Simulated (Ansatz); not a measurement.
# NaVSe3 (model cell, started as cubic perovskite with V in the octahedra): following an unstable mode, part 2 of 2

Which phase does NaVSe3 (model cell, started as cubic perovskite with V in the octahedra) fall into along its unstable mode, and how much energy does it gain?

Ansatz 0.2.0; DFT PBE, scalar-relativistic, plane waves, PAW; PAW set soft_1.

So far. Step 4 (The mode frozen in, largest atomic shift 0.32 Å): The run ends at a pressure of 1.14 GPa, with forces up to 0.36 eV/Å. Step 5 (Energy along the mode, all amplitudes (two of the runs …): The lowest of the steps tried is at 0.32 Å, 17.6 meV/atom below the parent; the bottom of the well need not coincide with a step.

The structure was built from a prototype and need not be the compound's stable phase.

**7. The new phase in its own primitive cell (continued)**

Relaxation path:

```csv
step,energy less that of the first step (eV),largest force component (eV/Å),pressure (GPa),volume (Å³)
1,0.0000,0.0016,0.00,318.55
2,0.0000,0.0006,0.00,318.76
3,0.0001,0.0011,0.00,319.72
4,0.0001,0.0004,0.00,319.74
5,0.0000,0.0004,0.00,319.76
6*,-0.0001,0.0004,0.00,319.76
```

Relaxation steps marked * repeat the geometry before them on a plane-wave basis chosen anew for their cell, so energy and pressure can jump there.

Forces are held to the 8 operations that the run works with; a distortion that breaks them can't arise in this run.

```csv
"conventional cell, symmetrised",before,after,change
a (Å),10.198,10.251,+0.5 %
b (Å),8.060,8.050,-0.1 %
c (Å),7.751,7.750,-0.0 %
volume (Å³/atom),31.86,31.98,+0.4 %
```

This step gave:

| Property | Result |
| --- | --- |
| pressure | 2.51e-4 GPa |
| volume per atom | 31.98 Å³ |
| gap on the k-mesh | 0.07508 eV |
| direct gap on mesh | 0.1746 eV |

The largest force component left is 0.43 meV/Å and the pressure is 0.000 GPa, within the tolerances set. The cell now holds 31.98 Å³/atom.

**8. Modes of the new phase, k-mesh 6×6×4**

A relaxed structure may still be a saddle point, so its zone-centre modes are computed. No field response is asked, and the gap on the mesh is small against the smearing.

The input, input.yaml:

```yaml
crystal:
  lattice:
    - [5.1256709451, -4.0249605584, 0.0]
    - [5.1256709451, 4.0249605584, 0.0]
    - [0.0, 0.0, 7.7496065546]
  atoms:
    - { symbol: Na, position: [0.0, 0.0, 0.0] }
    - { symbol: Na, position: [0.0, 0.0, 0.5] }
    - { symbol: V, position: [0.6591651158, 0.3408348842, 0.25] }
    - { symbol: V, position: [0.3408348842, 0.6591651158, 0.75] }
    - { symbol: Se, position: [0.5, 0.5, 0.0] }
    - { symbol: Se, position: [0.5, 0.5, 0.5] }
    - { symbol: Se, position: [0.6404079801, 0.0019823941, 0.25] }
    - { symbol: Se, position: [0.3595920199, 0.9980176059, 0.75] }
    - { symbol: Se, position: [0.9980176059, 0.3595920199, 0.25] }
    - { symbol: Se, position: [0.0019823941, 0.6404079801, 0.75] }
kpoints:
  mp_grid: { grid: [6, 6, 4] }
hamiltonian:
  xc: pbe
  pseudopotentials: { kind: paw, azcp: { folder: soft_1 } }
scf:
  occupations: { method: methfessel_paxton, width: 0.2 }
output:
  eigenvalues: true
phonons:
  method: dfpt
```

Run with:

```
ansatz run input.yaml --threads 4 --pin off --max-ram 16384MiB --backend cpu --events-out ev --progress --plain --runs-dir out
```

Run time: 22 min. Hardware: 4 threads of Arm Neoverse V1, shared host; peak memory 5.7 GiB; 88 min of CPU time.

Numbers from this step:

* sum-rule residual before enforcement: 6.18e-5 eV/Å²
* point group: mmm
* highest optical mode at the zone centre (no LO-TO term): 388.6 cm⁻¹
* lowest optical zone-centre mode: -35.87 cm⁻¹

Patterns of degenerate modes are one choice out of their space. The modes at Γ (shares of kinetic energy by element, %) (negative means imaginary):

```csv
mode,frequency (cm⁻¹),symmetry,Na %,V %,Se %
1,-35.9,B1u,60,3,37
2,-34.0,B1u,36,0,64
3,-30.9,Au,7,0,93
4,-30.3,B3u,8,0,92
5,0.0,acoustic,7,16,76
6,0.0,acoustic,7,16,76
7,0.0,acoustic,7,16,76
8,45.1,Au,24,0,76
9,46.8,B1g,0,6,94
10,66.2,B2g,0,0,100
11,68.9,B3g,0,1,99
12,69.5,B2u,43,0,57
13,71.5,B3u,15,17,68
14,80.0,B1g,0,24,76
15,85.4,B2u,53,2,45
16,91.0,Ag,0,5,95
17,103.5,B3u,69,0,31
18,105.5,Au,69,0,31
19,106.6,B1u,1,45,54
20,130.8,B2u,5,15,80
21,170.9,B1u,86,0,14
22,171.9,Ag,0,23,77
23,183.6,B2u,90,2,8
24,210.3,B1u,9,35,56
25,269.6,B2u,0,1,99
26,323.7,B3g,0,99,1
27,359.1,B2u,2,64,34
28,372.4,Ag,0,72,28
29,375.1,B3u,1,67,32
30,388.6,B1g,0,70,30
```

Displacements in mode 1 (-35.9 cm⁻¹), the largest set to 1:
```
Na1  0.00 -1.00  0.75
Na2  0.00  1.00  0.75
V3   0.00  0.00 -0.19
V4   0.00  0.00 -0.19
Se5  0.00  0.42  0.23
Se6  0.00 -0.42  0.23
Se7  0.00  0.00 -0.16
Se8  0.00  0.00 -0.16
Se9  0.00  0.00 -0.16
Se10 0.00  0.00 -0.16
```

Displacements in mode 30 (388.6 cm⁻¹), the largest set to 1:
```
Na1  0.00  0.00  0.00
Na2  0.00  0.00  0.00
V3   1.00  0.00  0.00
V4  -1.00  0.00  0.00
Se5  0.00  0.00  0.00
Se6  0.00  0.00  0.00
Se7 -0.32 -0.18  0.00
Se8  0.32  0.18  0.00
Se9 -0.32  0.18  0.00
Se10 0.32 -0.18  0.00
```

Before it was imposed, the acoustic sum rule was missed by 6.2e-5 eV/Å². Small misses are needed for a sound result but don't prove that mesh and cutoff are converged. The lowest optical mode is imaginary, 35.9i cm⁻¹, so the energy falls along it.

**9. Summary of results**

```
unstable mode of the parent                                                      : q = (0, 0, -0.5), 123i cm⁻¹
depth at the lowest point sampled                                                : 17.6 meV/atom
largest atomic shift at that point                                               : 0.32 Å
space group reached (within 0.01 Å)                                              : Cmcm
energy gained over the parent (first relaxation, on the mesh of the frozen mode) : 103 meV/atom
volume per atom, phase reached                                                   : 32.0 Å³
gap on the k-mesh, phase reached                                                 : 0.0751 eV
lowest optical zone-centre mode, phase reached                                   : -35.9 cm⁻¹
highest optical mode at the zone centre (no LO-TO term), phase reached           : 389 cm⁻¹
```

What this shows: From this start the structure relaxes into Cmcm, 103 meV/atom below the parent. At the parent's cell the well is 17.62 meV/atom deep on the steps tried, with its lowest point at a shift of 0.32 Å. Relaxing atoms and cell changes the gain by +84.98 meV/atom against the lowest step (energies at zero smearing). Most of the total comes from this relaxation. The frozen pattern makes up only 23 % of the final shifts of the atoms, so other modes or strain give most of the change. The new phase still has an imaginary mode at the zone centre of its cell, so it is a saddle point on the way to a lower structure. Of the 5 patterns followed to their end from this parent, this one ends 29.7 meV/atom above the lowest, Amm2. Another end point lies within 1 meV/atom; how such a difference moves with mesh and cutoff was not tested. Each path keeps the symmetry of its pattern, so a lower phase may lie along a pattern not tried. With no gap, or one that is small against the smearing, the frequencies hang on the k mesh and the smearing, most of all near Kohn anomalies. The phonon runs are without spin polarisation, although V often carries a moment. A phonon run warned that its eigensolver left some bands unconverged in a pass. The starting cell was built on a prototype and not taken from a measurement, so the phase need not exist.

[Logs are printed without paths, hosts, clocks, repeated set-up lines and the standing remarks that a program may print on its own settings, such as how far it seeks lower states.]

[Hosts, paths, dates, database ids (printed as entryN), source tags and the programs' standing remarks are cut or masked in the printed files.]
